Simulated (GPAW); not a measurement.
# Ti K-edge XANES of BaTiO3 (Pm-3m)

Aim: the dependence of the Ti K near-edge features of BaTiO3 (Pm-3m) on volume.

Method: X-ray absorption from dipole matrix elements to empty bands, plane-wave PAW LDA, in GPAW 26.7.0.

This is a report of a sequence of runs, with most program output left out.

## Step 1: Starting point

Symmetry: Pm-3m, No. 221, cubic system. The conventional cell has a = 4.006 Å, b = 4.006 Å, c = 4.006 Å, α = 90.00°, β = 90.00°, γ = 90.00°. Nearest to Ba lie 12 O at 2.83 Å. Nearest to Ti lie 6 O at 2.00 Å. O has 2 Ti at 2.00 Å and 4 Ba at 2.83 Å nearest. Farther neighbours and most contacts between anions are not listed.

Structure file:

```cif
data_structure
_symmetry_space_group_name_H-M 'P 1'
_symmetry_Int_Tables_number 1
_cell_length_a 4.0060
_cell_length_b 4.0060
_cell_length_c 4.0060
_cell_angle_alpha 90.000
_cell_angle_beta 90.000
_cell_angle_gamma 90.000
_cell_volume 64.29
loop_
_atom_site_label
_atom_site_type_symbol
_atom_site_fract_x
_atom_site_fract_y
_atom_site_fract_z
_atom_site_occupancy
Ba1 Ba 0.50000 0.50000 0.50000 1
Ti2 Ti 0.00000 0.00000 0.00000 1
O3 O 0.00000 0.00000 0.50000 1
O4 O 0.00000 0.50000 0.00000 1
O5 O 0.50000 0.00000 0.00000 1
```

## Step 2: The field without a hole

A plain self-consistent run shows whether there is a gap, which decides the set-up of the core-hole run.

The input, scf.py:

```python
import numpy as np
from ase import Atoms
from ase.parallel import parprint, paropen
from gpaw import GPAW, PW, FermiDirac, Mixer, MixerDif, setup_paths
from gpaw.test import gen
setup_paths.insert(0, '.')
gen('Ti', name='nch1s', xcname='LDA', corehole=(1, 0, 0), write_xml=True)
from gpaw.mpi import world
world.barrier()

atoms = Atoms('BaTiO3',
    cell=[[4.006, 0, 0],
     [0, 4.006, 0],
     [0, 0, 4.006]],
    scaled_positions=[[0.5, 0.5, 0.5],
     [0, 0, 0],
     [0, 0, 0.5],
     [0, 0.5, 0],
     [0.5, 0, 0]],
    pbc=True)
atoms.calc = calc = GPAW(legacy_gpaw=True, mode=PW(500), xc='LDA', setups={1: 'nch1s'},
    kpts={'size': (6, 6, 6), 'gamma': True}, occupations=FermiDirac(0.05),
    charge=0, mixer=Mixer(0.1, 5, 50), maxiter=150,
    convergence={'density': 0.0001}, txt='scf.txt')
energy = atoms.get_potential_energy() + calc.get_reference_energy()
ef = calc.get_fermi_level()
out = dict(energy=energy, fermi=ef, forces=atoms.get_forces().tolist())
parprint(f'all-electron energy {energy:.4f} eV, Fermi level {ef:.4f} eV')
ev = np.array([[calc.get_eigenvalues(k, s) for k in range(len(calc.get_ibz_k_points()))] for s in range(calc.get_number_of_spins())])
out['homo'], out['lumo'], out['counts'] = ev[ev < ef].max(), ev[ev > ef].min(), sorted(set((ev < ef).sum((0, 2)).tolist()))
out['filled'] = (ev[:, 0] < ef).sum(1).tolist()
import json
with paropen('out.json', 'w') as f:
    json.dump(out, f)
```

On the command line:

```bash
> OMP_NUM_THREADS=1 mpirun -n 2 gpaw python scf.py
```

Run time: 24 s. Hardware: 2 MPI ranks of Arm Neoverse N1, shared host; peak memory 0.19 GiB; 47 s of CPU time.

The mesh shows a gap of 1.69 eV, so the hole is first treated in a charged cell, without the excited electron.

## Step 3: Reference energy of the supercell

The photon energy needs a difference of total energies, so the cell and mesh of the coming hole run are first run without a hole.

Changes to scf.py since step 2:

```diff
@@ -10,14 +10,19 @@
 
-atoms = Atoms('BaTiO3',
-    cell=[[4.006, 0, 0],
-     [0, 4.006, 0],
-     [0, 0, 4.006]],
-    scaled_positions=[[0.5, 0.5, 0.5],
+atoms = Atoms('Ba2Ti2O6',
+    cell=[[4.006, 0, 4.006],
+     [0, 4.006, 4.006],
+     [0, -4.006, 4.006]],
+    scaled_positions=[[0.5, 0.25, 0.75],
+     [0.5, 0.75, 0.25],
      [0, 0, 0],
-     [0, 0, 0.5],
-     [0, 0.5, 0],
-     [0.5, 0, 0]],
+     [0, 0.5, 0.5],
+     [0, 0.25, 0.25],
+     [0, 0.75, 0.75],
+     [0, 0.25, 0.75],
+     [0, 0.75, 0.25],
+     [0.5, 0.75, 0.75],
+     [0.5, 0.25, 0.25]],
     pbc=True)
-atoms.calc = calc = GPAW(legacy_gpaw=True, mode=PW(500), xc='LDA', setups={1: 'nch1s'},
-    kpts={'size': (6, 6, 6), 'gamma': True}, occupations=FermiDirac(0.05),
+atoms.calc = calc = GPAW(legacy_gpaw=True, mode=PW(500), xc='LDA', setups={2: 'nch1s'},
+    kpts={'size': (5, 5, 5), 'gamma': True}, occupations=FermiDirac(0.02),
     charge=0, mixer=Mixer(0.1, 5, 50), maxiter=150,
```

Elapsed: 55 s, on 2 MPI ranks; peak memory 0.27 GiB.

Reference energy: -500815.697 eV with the cores included.

## Step 4: Spectrum with FCH, Ti atom 2

The holes are 5.7 Å apart. In GPAW the data set carries the hole's charge, so charge=0 means a charged cell and charge=-1 a neutral one. The excited electron is left out and a uniform background balances the charge. After the field has converged, empty bands are computed with the density fixed and the dipole matrix elements are summed.

The absorber has 6 O at 2.00 Å (octahedral, site symmetry m-3m).

The input, xas.py:

```python
import numpy as np
from ase import Atoms
from ase.parallel import parprint, paropen
from gpaw import GPAW, PW, FermiDirac, Mixer, MixerDif, setup_paths
from gpaw.test import gen
setup_paths.insert(0, '.')
gen('Ti', name='fch1s', xcname='LDA', corehole=(1, 0, 1), write_xml=True)
from gpaw.mpi import world
world.barrier()

atoms = Atoms('Ba2Ti2O6',
    cell=[[4.006, 0, 4.006],
     [0, 4.006, 4.006],
     [0, -4.006, 4.006]],
    scaled_positions=[[0.5, 0.25, 0.75],
     [0.5, 0.75, 0.25],
     [0, 0, 0],
     [0, 0.5, 0.5],
     [0, 0.25, 0.25],
     [0, 0.75, 0.75],
     [0, 0.25, 0.75],
     [0, 0.75, 0.25],
     [0.5, 0.75, 0.75],
     [0.5, 0.25, 0.25]],
    pbc=True)
atoms.calc = calc = GPAW(legacy_gpaw=True, mode=PW(500), xc='LDA', setups={2: 'fch1s'},
    kpts={'size': (5, 5, 5), 'gamma': True}, occupations=FermiDirac(0.02),
    charge=0, mixer=Mixer(0.1, 5, 50), maxiter=150,
    convergence={'density': 0.0001}, txt='scf.txt')
energy = atoms.get_potential_energy() + calc.get_reference_energy()
ef = calc.get_fermi_level()
out = dict(energy=energy, fermi=ef, forces=atoms.get_forces().tolist())
parprint(f'all-electron energy {energy:.4f} eV, Fermi level {ef:.4f} eV')
ev = np.array([[calc.get_eigenvalues(k, s) for k in range(len(calc.get_ibz_k_points()))] for s in range(calc.get_number_of_spins())])
out['homo'], out['lumo'], out['counts'] = ev[ev < ef].max(), ev[ev > ef].min(), sorted(set((ev < ef).sum((0, 2)).tolist()))
out['filled'] = (ev[:, 0] < ef).sum(1).tolist()

from ase.units import Ha
from gpaw.xas import dipole_matrix_elements
nb = int(calc.get_number_of_electrons() / 2) + 90
top, nb = nb, nb + 8 + nb // 12
nscf = calc.fixed_density(kpts={'size': (5, 5, 5), 'gamma': True}, nbands=nb,
    convergence={'bands': top, 'eigenstates': 1e-5}, maxiter=60, txt='nscf.txt')
cell = atoms.cell.array
ops = [cell.T @ U.T @ np.linalg.inv(cell.T) for U in nscf.wfs.kd.symmetry.op_scc]
filled = [40]  # bands filled in the ground state, by spin
E = np.arange(-6, 34, 0.1)
fwhm = np.interp(E, [4, 25], [0.94, 3.5])
Y, X, zero, highest = 0, 0, 1e9, 1e9
for spin in range(nscf.get_number_of_spins()):
    wfs = nscf.wfs
    A = dipole_matrix_elements(wfs.setups[2])
    eps = np.zeros((wfs.kd.nibzkpts, nb))
    d = np.zeros((3, A.shape[1], wfs.kd.nibzkpts, nb), complex)
    for kpt in wfs.kpt_u:
        if kpt.s == spin and 2 in kpt.P_ani:
            eps[kpt.k] = kpt.eps_n * Ha
            d[:, :, kpt.k] = (kpt.weight * wfs.nspins / 2) ** 0.5 * np.inner(A, kpt.P_ani[2])
    world.sum(eps)
    world.sum(d)
    T = np.einsum('amkn,bmkn->abkn', d, d.conj()).real
    T = sum(np.einsum('ai,ijkn,bj->abkn', R, T, R) for R in ops) / len(ops)
    empty = np.ones_like(eps, bool) & (np.arange(nb) >= filled[spin])
    zero, highest = min(zero, eps[empty].min()), min(highest, eps[:, top - 1].min())
    lines = [(eps, T, empty)] if spin == 0 else lines + [(eps, T, empty)]
for eps, T, empty in lines:
    f = np.einsum('aakn->akn', T).reshape(3, -1)
    x = eps.ravel() - zero
    w = np.interp(x, E, fwhm) / 2.35482
    g = np.exp(-0.5 * ((E[:, None] - x) / w) ** 2) / (w * (2 * np.pi) ** 0.5)
    Y = Y + (f * empty.ravel()) @ g.T
    X = X + (f * ~empty.ravel()) @ g.T
out.update(E=E.round(2).tolist(), xas=Y.tolist(), xes=X.tolist(), zero=zero, valid=highest - zero, nk=len(eps), nb=nb)
for i in range(0, len(E), 10):
    parprint(f'{E[i]:7.2f}', *(f'{v:10.3e}' for v in Y[:, i]))
import json
with paropen('out.json', 'w') as f:
    json.dump(out, f)
```

On the command line:

```bash
> OMP_NUM_THREADS=1 mpirun -n 2 gpaw python xas.py
```

Run time: 2.5 min. Hardware: 2 MPI ranks; peak memory 0.36 GiB.

The Ti K spectrum, Ti atom 2, full core hole (charged cell) (energy from the lowest empty level; intensity scaled to a mean of 1 over the first 20 eV):

| E (eV) | intensity |
| --- | --- |
| -2.0 | 0.00 |
| -1.0 | 0.00 |
| 0.0 | 0.00 |
| 1.0 | 0.00 |
| 2.0 | 0.07 |
| 3.0 | 0.11 |
| 4.0 | 0.02 |
| 5.0 | 0.52 |
| 6.0 | 0.34 |
| 7.0 | 0.16 |
| 8.0 | 0.22 |
| 9.0 | 0.19 |
| 10.0 | 0.16 |
| 11.0 | 0.23 |
| 12.0 | 0.65 |
| 13.0 | 1.75 |
| 14.0 | 2.62 |
| 15.0 | 2.70 |
| 16.0 | 2.44 |
| 17.0 | 2.16 |
| 18.0 | 2.11 |
| 19.0 | 2.34 |
| 20.0 | 2.42 |
| 21.0 | 2.15 |
| 22.0 | 1.87 |
| 23.0 | 1.83 |
| 24.0 | 1.95 |
| 25.0 | 2.09 |
| 26.0 | 2.18 |
| 27.0 | 2.18 |
| 28.0 | 2.03 |
| 29.0 | 1.74 |
| 30.0 | 1.46 |
| 31.0 | 1.32 |
| 32.0 | 1.30 |

Main maxima below 30 eV (height): 2.6 eV (0.15), 5.3 eV (0.63), 7.9 eV (0.22), 14.6 eV (2.73), 19.7 eV (2.43) and 26.5 eV (2.20). A K edge sees empty p states. The first eV above the zero hold little dipole weight, as the lowest empty bands are of d character; the main edge, of 4p character, rises through 0.6 near 12 eV above the zero.

The hole costs E(hole) − E(ground) = 4963.24 eV, and the lowest empty level of the hole cell on the spectrum's mesh lies at 7.57 eV, which puts the zero at 4970.80 eV. One term is added: -22.68 eV, since the hole is spin-paired here and a spin-polarised one costs that much less in the free atom (computed apart). The photon energy is then 4948.12 eV. The tabulated edge of the element is 4966 eV. The functional and the charged cell's background leave an error in such absolute values: in the free atom LDA prices this hole 13.2 eV below PBE (computed apart), and PBE is itself good to a few eV.

## Step 5: Reference energy of the supercell

The cell changes for the next run, so it gets a reference energy of its own.

The cell differs from the one that the last finished run ended in (a 5.665 → 5.608 Å, b 5.665 → 5.608 Å, c 5.665 → 5.608 Å).

Changes to scf.py since step 3:

```diff
@@ -11,5 +11,5 @@
 atoms = Atoms('Ba2Ti2O6',
-    cell=[[4.006, 0, 4.006],
-     [0, 4.006, 4.006],
-     [0, -4.006, 4.006]],
+    cell=[[3.96553259, 0, 3.96553259],
+     [0, 3.96553259, 3.96553259],
+     [0, -3.96553259, 3.96553259]],
     scaled_positions=[[0.5, 0.25, 0.75],
```

On the command line:

```bash
> OMP_NUM_THREADS=1 mpirun -n 2 gpaw python scf.py
```

Run time: 53 s. Hardware: 2 MPI ranks; peak memory 0.27 GiB.

Reference energy: -500815.814 eV with the cores included.

## Step 6: Spectrum with FCH, Ti atom 2

Shorter bonds are expected to push antibonding states and scattering resonances up, and longer ones down; the cell is scaled to test that.

Changed against the first core-hole run: volume scale from 1 to 0.97.

Changes to xas.py since step 4:

```diff
@@ -11,5 +11,5 @@
 atoms = Atoms('Ba2Ti2O6',
-    cell=[[4.006, 0, 4.006],
-     [0, 4.006, 4.006],
-     [0, -4.006, 4.006]],
+    cell=[[3.96553259, 0, 3.96553259],
+     [0, 3.96553259, 3.96553259],
+     [0, -3.96553259, 3.96553259]],
     scaled_positions=[[0.5, 0.25, 0.75],
@@ -39,3 +39,3 @@
 from gpaw.xas import dipole_matrix_elements
-nb = int(calc.get_number_of_electrons() / 2) + 90
+nb = int(calc.get_number_of_electrons() / 2) + 87
 top, nb = nb, nb + 8 + nb // 12
```

On the command line:

```bash
> OMP_NUM_THREADS=1 mpirun -n 2 gpaw python xas.py
```

Run time: 2.4 min. Hardware: 2 MPI ranks; peak memory 0.35 GiB.

| E (eV) | first run | this run |
| --- | --- | --- |
| -2.0 | 0.00 | 0.00 |
| -1.0 | 0.00 | 0.00 |
| 0.0 | 0.00 | 0.00 |
| 1.0 | 0.00 | 0.00 |
| 2.0 | 0.07 | 0.05 |
| 3.0 | 0.11 | 0.14 |
| 4.0 | 0.02 | 0.01 |
| 5.0 | 0.52 | 0.39 |
| 6.0 | 0.34 | 0.52 |
| 7.0 | 0.16 | 0.17 |
| 8.0 | 0.22 | 0.21 |
| 9.0 | 0.19 | 0.20 |
| 10.0 | 0.16 | 0.15 |
| 11.0 | 0.23 | 0.19 |
| 12.0 | 0.65 | 0.51 |
| 13.0 | 1.75 | 1.53 |
| 14.0 | 2.62 | 2.55 |
| 15.0 | 2.70 | 2.75 |
| 16.0 | 2.44 | 2.54 |
| 17.0 | 2.16 | 2.29 |
| 18.0 | 2.11 | 2.19 |
| 19.0 | 2.34 | 2.36 |
| 20.0 | 2.42 | 2.52 |
| 21.0 | 2.15 | 2.35 |
| 22.0 | 1.87 | 2.02 |
| 23.0 | 1.83 | 1.87 |
| 24.0 | 1.95 | 1.95 |
| 25.0 | 2.09 | 2.11 |
| 26.0 | 2.18 | 2.25 |
| 27.0 | 2.18 | 2.34 |
| 28.0 | 2.03 | 2.28 |
| 29.0 | 1.74 | 2.03 |
| 30.0 | 1.46 | 1.69 |
| 31.0 | 1.32 | 1.44 |
| 32.0 | 1.30 | 1.36 |

Against the first run the r.m.s. difference is 7 %. The highest intensity below 24 eV goes from 14.6 eV (2.73) to 14.8 eV (2.76).

The photon energy of the zero moves by -0.11 eV.

## Step 7: Reference energy of the supercell

The cell differs from the one that the last finished run ended in (a 5.608 → 5.721 Å, b 5.608 → 5.721 Å, c 5.608 → 5.721 Å).

Changes to scf.py since step 5:

```diff
@@ -11,5 +11,5 @@
 atoms = Atoms('Ba2Ti2O6',
-    cell=[[3.96553259, 0, 3.96553259],
-     [0, 3.96553259, 3.96553259],
-     [0, -3.96553259, 3.96553259]],
+    cell=[[4.04566595, 0, 4.04566595],
+     [0, 4.04566595, 4.04566595],
+     [0, -4.04566595, 4.04566595]],
     scaled_positions=[[0.5, 0.25, 0.75],
```

On the command line:

```bash
> OMP_NUM_THREADS=1 mpirun -n 2 gpaw python scf.py
```

Run time: 57 s. Hardware: 2 MPI ranks; peak memory 0.26 GiB.

Reference energy: -500815.449 eV with the cores included.

## Step 8: Spectrum with FCH, Ti atom 2

Changed against the first core-hole run: volume scale from 1 to 1.03.

Changes to xas.py since step 6:

```diff
@@ -11,5 +11,5 @@
 atoms = Atoms('Ba2Ti2O6',
-    cell=[[3.96553259, 0, 3.96553259],
-     [0, 3.96553259, 3.96553259],
-     [0, -3.96553259, 3.96553259]],
+    cell=[[4.04566595, 0, 4.04566595],
+     [0, 4.04566595, 4.04566595],
+     [0, -4.04566595, 4.04566595]],
     scaled_positions=[[0.5, 0.25, 0.75],
@@ -39,3 +39,3 @@
 from gpaw.xas import dipole_matrix_elements
-nb = int(calc.get_number_of_electrons() / 2) + 87
+nb = int(calc.get_number_of_electrons() / 2) + 92
 top, nb = nb, nb + 8 + nb // 12
```

On the command line:

```bash
> OMP_NUM_THREADS=1 mpirun -n 2 gpaw python xas.py
```

Wall time 2.6 min (2 MPI ranks); peak memory 0.36 GiB; 5.1 min of CPU time.

```csv
E (eV),first run,this run
-2.0,0.00,0.00
-1.0,0.00,0.00
0.0,0.00,0.00
1.0,0.00,0.00
2.0,0.07,0.08
3.0,0.11,0.08
4.0,0.02,0.05
5.0,0.52,0.58
6.0,0.34,0.20
7.0,0.16,0.18
8.0,0.22,0.23
9.0,0.19,0.19
10.0,0.16,0.16
11.0,0.23,0.27
12.0,0.65,0.81
13.0,1.75,1.95
14.0,2.62,2.66
15.0,2.70,2.64
16.0,2.44,2.33
17.0,2.16,2.03
18.0,2.11,2.08
19.0,2.34,2.33
20.0,2.42,2.29
21.0,2.15,1.97
22.0,1.87,1.77
23.0,1.83,1.82
24.0,1.95,1.95
25.0,2.09,2.04
26.0,2.18,2.07
27.0,2.18,1.99
28.0,2.03,1.78
29.0,1.74,1.51
30.0,1.46,1.32
31.0,1.32,1.26
32.0,1.30,1.24
```

The scaled spectrum changes by 7 % r.m.s. The highest intensity below 24 eV goes from 14.6 eV (2.73) to 14.4 eV (2.71).

The photon energy of the zero moves by +0.10 eV.

## Step 9: Supercell without a hole, the energy reference

The cell differs from the one that the last finished run ended in (a 5.721 → 5.830 Å, b 5.721 → 5.830 Å, c 5.721 → 5.830 Å).

Changes to scf.py since step 7:

```diff
@@ -11,5 +11,5 @@
 atoms = Atoms('Ba2Ti2O6',
-    cell=[[4.04566595, 0, 4.04566595],
-     [0, 4.04566595, 4.04566595],
-     [0, -4.04566595, 4.04566595]],
+    cell=[[4.12274472, 0, 4.12274472],
+     [0, 4.12274472, 4.12274472],
+     [0, -4.12274472, 4.12274472]],
     scaled_positions=[[0.5, 0.25, 0.75],
```

On the command line:

```bash
> OMP_NUM_THREADS=1 mpirun -n 2 gpaw python scf.py
```

Elapsed: 48 s, on 2 MPI ranks; peak memory 0.27 GiB; 96 s of CPU time.

Reference energy: -500814.714 eV with the cores included.

## Step 10: Spectrum with FCH, Ti atom 2

Changed against the first core-hole run: volume scale from 1 to 1.09.

Changes to xas.py since step 8:

```diff
@@ -11,5 +11,5 @@
 atoms = Atoms('Ba2Ti2O6',
-    cell=[[4.04566595, 0, 4.04566595],
-     [0, 4.04566595, 4.04566595],
-     [0, -4.04566595, 4.04566595]],
+    cell=[[4.12274472, 0, 4.12274472],
+     [0, 4.12274472, 4.12274472],
+     [0, -4.12274472, 4.12274472]],
     scaled_positions=[[0.5, 0.25, 0.75],
@@ -39,3 +39,3 @@
 from gpaw.xas import dipole_matrix_elements
-nb = int(calc.get_number_of_electrons() / 2) + 92
+nb = int(calc.get_number_of_electrons() / 2) + 96
 top, nb = nb, nb + 8 + nb // 12
```

On the command line:

```bash
> OMP_NUM_THREADS=1 mpirun -n 2 gpaw python xas.py
```

Run time: 2.3 min. Hardware: 2 MPI ranks; peak memory 0.38 GiB; 4.7 min of CPU time.

| E (eV) | first run | this run |
| --- | --- | --- |
| -2.0 | 0.00 | 0.00 |
| -1.0 | 0.00 | 0.00 |
| 0.0 | 0.00 | 0.00 |
| 1.0 | 0.00 | 0.00 |
| 2.0 | 0.07 | 0.10 |
| 3.0 | 0.11 | 0.04 |
| 4.0 | 0.02 | 0.19 |
| 5.0 | 0.52 | 0.45 |
| 6.0 | 0.34 | 0.09 |
| 7.0 | 0.16 | 0.22 |
| 8.0 | 0.22 | 0.23 |
| 9.0 | 0.19 | 0.18 |
| 10.0 | 0.16 | 0.19 |
| 11.0 | 0.23 | 0.40 |
| 12.0 | 0.65 | 1.17 |
| 13.0 | 1.75 | 2.26 |
| 14.0 | 2.62 | 2.70 |
| 15.0 | 2.70 | 2.51 |
| 16.0 | 2.44 | 2.07 |
| 17.0 | 2.16 | 1.86 |
| 18.0 | 2.11 | 2.10 |
| 19.0 | 2.34 | 2.23 |
| 20.0 | 2.42 | 1.96 |
| 21.0 | 2.15 | 1.72 |
| 22.0 | 1.87 | 1.72 |
| 23.0 | 1.83 | 1.82 |
| 24.0 | 1.95 | 1.87 |
| 25.0 | 2.09 | 1.86 |
| 26.0 | 2.18 | 1.78 |
| 27.0 | 2.18 | 1.61 |
| 28.0 | 2.03 | 1.41 |
| 29.0 | 1.74 | 1.25 |
| 30.0 | 1.46 | 1.18 |
| 31.0 | 1.32 | 1.14 |
| 32.0 | 1.30 | 1.09 |

Against the first run the r.m.s. difference is 18 %. The highest intensity below 24 eV goes from 14.6 eV (2.73) to 14.1 eV (2.70).

The photon energy of the zero moves by +0.26 eV.

## Step 11: The volumes side by side

| volume | nearest distance (Å) | shift of the zero (eV) | maximum 1 (eV above own zero) | maximum 2 (eV above own zero) | maximum 3 (eV above own zero) | maximum 4 (eV above own zero) |
| --- | --- | --- | --- | --- | --- | --- |
| 0.97 | 1.983 | -0.11 | 5.6 | 14.8 | 20.0 | 27.2 |
| 1 | 2.003 | +0.00 | 5.3 | 14.6 | 19.7 | 26.5 |
| 1.03 | 2.023 | +0.10 | 5.1 | 14.4 | 19.4 | 25.9 |
| 1.09 | 2.061 | +0.26 | 4.7 | 14.1 | 18.8 | 24.4 |

The curves, each shifted by its zero's change so that they share one photon-energy axis, counted from the zero at V × 1:

```
E (eV)  V × 0.97  V × 1  V × 1.03  V × 1.09
  -2.0      0.00   0.00      0.00      0.00
  -1.0      0.00   0.00      0.00      0.00
   0.0      0.00   0.00      0.00      0.00
   1.0      0.00   0.00      0.00      0.00
   2.0      0.07   0.07      0.06      0.06
   3.0      0.12   0.11      0.09      0.07
   4.0      0.02   0.02      0.04      0.07
   5.0      0.47   0.52      0.55      0.52
   6.0      0.46   0.34      0.24      0.12
   7.0      0.17   0.16      0.17      0.18
   8.0      0.21   0.22      0.23      0.24
   9.0      0.19   0.19      0.19      0.19
  10.0      0.15   0.16      0.16      0.18
  11.0      0.21   0.23      0.25      0.31
  12.0      0.58   0.65      0.73      0.90
  13.0      1.66   1.75      1.84      2.00
  14.0      2.61   2.62      2.63      2.66
  15.0      2.73   2.70      2.66      2.59
  16.0      2.51   2.44      2.37      2.18
  17.0      2.27   2.16      2.05      1.87
  18.0      2.20   2.11      2.06      2.02
  19.0      2.39   2.34      2.31      2.23
  20.0      2.51   2.42      2.31      2.05
  21.0      2.31   2.15      2.00      1.76
  22.0      1.99   1.87      1.78      1.70
  23.0      1.87   1.83      1.81      1.79
  24.0      1.97   1.95      1.93      1.86
  25.0      2.13   2.09      2.03      1.87
  26.0      2.27   2.18      2.07      1.81
  27.0      2.34   2.18      2.01      1.66
  28.0      2.26   2.03      1.81      1.46
  29.0      2.00   1.74      1.54      1.28
  30.0      1.66   1.46      1.33      1.19
  31.0      1.42   1.32      1.26      1.15
  32.0      1.36   1.30      1.24      1.10
```

## Step 12: Outcome

```
absorber and edge                               : Ti K, atom 2 of the ground-state input (counted from 1)
surroundings                                    : 6 O at 2.00 Å (octahedral, site symmetry m-3m)
highest intensity below 24 eV                   : 14.6 eV above the zero, height 2.73
photon energy of the zero, with the added terms : 4948.1 eV (raw 4970.8 eV; LDA puts this hole about 13 eV below PBE, itself good to a few eV)
```

In words: From V × 0.97 to V × 1.09 the nearest distance grows by 0.079 Å and the zero moves by +0.37 eV. Above their own zero, the maxima move from 5.6 to 4.7 eV, from 14.8 to 14.1 eV, from 20.0 to 18.8 eV and from 27.2 to 24.4 eV. The one highest in energy moves most, in the direction that the rule ΔE·R² ≈ constant for scattering resonances gives. The Ti K edge of atom 2, with 6 O at 2.00 Å (octahedral, site symmetry m-3m), has its highest intensity of the first 24 eV at 14.6 eV above the zero, near 4963 eV in photon energy (LDA puts this hole about 13 eV below PBE, itself good to a few eV), 2.7 times the mean level of the first 20 eV (Gaussian full width 0.94 eV up to 4 eV, rising linearly to 3.5 eV at 25 eV). The strongest dipole feature below the main edge lies at 5.3 eV (height 0.63); the site has an inversion centre, so it comes from p states mixed with the neighbours' empty states, not from local p–d mixing. Quadrupole 1s→3d transitions, which feed the pre-edge, are not in the dipole spectrum. The holes are only 5.7 Å apart, so the shape is probably not converged with cell size; no larger cell was run here. The mesh is coarse (0.31 Å⁻¹ between points), so small maxima may be mesh ripples. Lifetime broadening is put in by hand, and intensities beyond about 20 eV depend on it and on the partial waves. The structure is a published determination, not relaxed.

[Logs are printed without paths, hosts, clocks, repeated set-up lines and the standing remarks that a program may print on its own settings, such as how far it seeks lower states.]

[Hosts, paths, dates, database ids (printed as entryN), source tags and the programs' standing remarks are cut or masked in the printed files.]

[Lists of maxima count a maximum above −3 eV only where it reaches 4 % of the highest in the window and stands out from its surroundings by 2 % of it (1.5 % where it reaches 55 %); shoulders and weaker maxima are passed over, and of the rest the first, up to two pre-edge ones and the few strongest are named.]
